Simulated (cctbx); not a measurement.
## Reading a Patterson map

Space group Pmmn (no. 59, origin choice 1), a = 4.5540 Å, b = 7.4690 Å, c = 8.8070 Å, α = 90.00°, β = 90.00°, γ = 90.00°, content Au2 Eu2 In6 Cu4.

Simulated single-crystal data (cctbx): Mo Kα, λ = 0.71073 Å, to d = 0.84 Å, 80 % of the full sphere, strongest reflection 40000 counts, noise from counting, a 3 % proportional error and a noise floor of 8 counts (s.d.); no absorption, some extinction.

Patterson synthesis, origin scaled to 1000:

```text
Patterson group P m m m
      u       v       w   height  length (A)
  0.000   0.000   0.000   1000.0     0.00
  0.500   0.000   0.336    369.9     3.73
  0.500   0.500   0.437    309.5     5.83
  0.000   0.289   0.500    308.3     4.90
  0.000   0.500   0.223    268.4     4.22
  0.000   0.000   0.311    262.1     2.74
  0.500   0.202   0.065    233.3     2.79
  0.000   0.307   0.176    208.1     2.77
  0.500   0.296   0.152    203.1     3.44
  0.500   0.500   0.108    177.5     4.48
  0.000   0.192   0.390    153.0     3.72
  0.500   0.500   0.244    149.7     4.88
  0.000   0.500   0.090    145.7     3.82
  0.500   0.170   0.246    117.9     3.39
```

**Question.** Which atom pairs make the peaks, and where is the heaviest atom?

A peak at u stands for all pairs with xi − xj = u, with weight Σ ZiZj against Σ Z² = 38190 at the origin. Peak heights follow these weights only roughly, since form factors, motion and series ripples differ, all vectors within 0.55 Å of a peak are counted as merged into it though the farther ones add only part of their weight, and F(000) is left out, which lowers the whole map:

| u | v | w | shortest length (Å) | height | 1000 ΣZiZj/ΣZ² | pairs in the cell |
| --- | --- | --- | --- | --- | --- | --- |
| 0.500 | 0.000 | 0.336 | 3.73 | 370 | 422 | 2 × Au–Eu, 2 × Eu–In |
| 0.500 | 0.500 | 0.437 | 5.83 | 310 | 455 | 2 × Au–In, 4 × In–Cu, 1 × Eu–Eu |
| 0.000 | 0.289 | 0.500 | 4.90 | 308 | 491 | 4 × In–In, 4 × Au–Cu |
| 0.000 | 0.500 | 0.223 | 4.22 | 268 | 261 | 2 × Au–Eu |
| 0.000 | 0.000 | 0.311 | 2.74 | 262 | 352 | 2 × Au–In, 4 × In–Cu |
| 0.500 | 0.202 | 0.065 | 2.79 | 233 | 277 | 2 × Au–In, 2 × In–Cu |
| 0.000 | 0.307 | 0.176 | 2.77 | 208 | 277 | 2 × Au–In, 2 × In–Cu |
| 0.500 | 0.296 | 0.152 | 3.44 | 203 | 257 | 2 × Eu–In, 2 × Eu–Cu |
| 0.500 | 0.500 | 0.108 | 4.48 | 178 | 163 | 1 × Au–Au |
| 0.000 | 0.192 | 0.390 | 3.72 | 153 | 162 | 2 × Eu–In |

The table stops at ten peaks or at a height of 45, below which ripples compete. In the model behind the data Au, the heaviest element, has 1 independent site: (0, 0, 0.5509), up to an allowed shift of origin; the Au–Au vectors are differences of these positions and their symmetry mates. The whole model:

```
atom  mult.    x       y       z  Ueq (Å²)
 Au1      2    0       0  0.5509    0.0066
 Eu1      2  1/2       0  0.2286    0.0056
 In1      4  1/2  0.1928  0.6194    0.0055
 In2      2    0       0  0.8637    0.0042
 Cu1      4  1/2  0.2357  0.9135    0.0046
```

The model was made for the exercise: a known structure type with other elements put in, its volume estimated, not relaxed; displacement parameters are assumed.

[Logs are printed without paths, hosts, clocks, repeated set-up lines and the standing remarks that a program may print on its own settings, such as how far it seeks lower states.]
